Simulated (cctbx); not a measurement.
**Accept or mend?**

Cell a = 2.6730 Å, b = 8.9920 Å, c = 6.7320 Å, α = 90.00°, β = 90.00°, γ = 90.00°; space group Cmcm (no. 63).

Simulated single-crystal data (cctbx): synchrotron X-rays, λ = 0.4959 Å, to d = 0.6 Å, 70 % of the full sphere, strongest reflection 70000 counts, noise from counting, a 3 % proportional error and a noise floor of 15 counts (s.d.); no absorption.

An anisotropic refinement with weights 1/σ² prints:

```text
Rint 0.024, 243 unique reflections to 0.60 A
cycle     R1     wR2    GooF  max shift (A)
   1  0.0560  0.1669   7.728   0.00439
   2  0.0352  0.1072   4.967   0.00000
final R1 0.0352 wR2 0.1072 GooF 4.967  parameters 18  data/parameter 13.5
atom        x        y        z      Ueq    occ   su(xyz)  su(Uiso or U11)
Fe1    0.50000  0.35032  0.92715   0.0053  1.000  0.00011  0.0004
Cr1    0.50000  0.09632  0.75000   0.0018  1.000  0.00013  0.0004
B1     0.50000  0.00000  0.00000   0.0037  1.000  0.00000  0.0025
B2     0.00000  0.24692  0.75000   0.0055  1.000  0.00096  0.0027
difference map: max 4.29 min -0.80 rms 0.45
Q1    0.0000  0.3826  0.2500    4    4.30  0.19 A from Cr1
Q2    0.2358  0.3815  0.5961   16    0.80  0.78 A from Fe1
Q3    0.0000  0.2248  0.7500    4    0.79  0.20 A from B2
Q4    0.0000  0.2234  0.1226    8    0.49  0.74 A from Fe1
Q5    0.0000  0.2734  0.5805    8    0.49  1.17 A from B2
Q6    0.0000  0.0873  0.1479    8    0.47  0.75 A from Fe1
```

Q: Accept it or mend it, and why?

Mend it. The fault: wrong element: Fe1 is Cr. Against the right model at the same level, R1 goes from 0.0095 to 0.0352 and GooF from 0.94 to 4.97, U of Cr1 shrinks from 0.0050 to 0.0018 Å² and the top difference peak, 4.3 e/Å³, lies on Cr1. Fe1 has 2 electrons too many, yet its U moves the other way: dispersion, the scale or a false minimum can outweigh the electron count.

The compound is Cr3B2. The right model at the same level gives:

```text
Rint 0.024, 243 unique reflections to 0.60 A
cycle     R1     wR2    GooF  max shift (A)
   1  0.0096  0.0206   0.952   0.00017
   2  0.0095  0.0203   0.940   0.00000
final R1 0.0095 wR2 0.0203 GooF 0.940  parameters 18  data/parameter 13.5
atom        x        y        z      Ueq    occ   su(xyz)  su(Uiso or U11)
Cr1    0.50000  0.35038  0.92730   0.0057  1.000  0.00002  0.0001
Cr2    0.50000  0.09640  0.75000   0.0050  1.000  0.00002  0.0001
B1     0.50000  0.00000  0.00000   0.0067  1.000  0.00000  0.0005
B2     0.00000  0.24641  0.75000   0.0084  1.000  0.00018  0.0005
difference map: max 0.43 min -0.35 rms 0.11
Q1    0.0000  0.3454  0.0895    8    0.45  1.20 A from Cr2
Q2    0.2225  0.3794  0.5997   16    0.43  0.81 A from Cr1
Q3    0.0000  0.2794  0.6203    8    0.37  0.92 A from B2
Q4    0.0000  0.9987  0.0963    8    0.35  1.37 A from Cr1
Q5    0.2191  0.1680  0.7500    8    0.33  0.92 A from B2
Q6    0.0000  0.0000  0.2500    4    0.29  1.59 A from Cr2
```

This is a model crystal, built by substitution and not relaxed, with assumed displacement parameters.

[Middle refinement cycles are left out of these outputs.]

[Logs are printed without paths, hosts, clocks, repeated set-up lines and the standing remarks that a program may print on its own settings, such as how far it seeks lower states.]
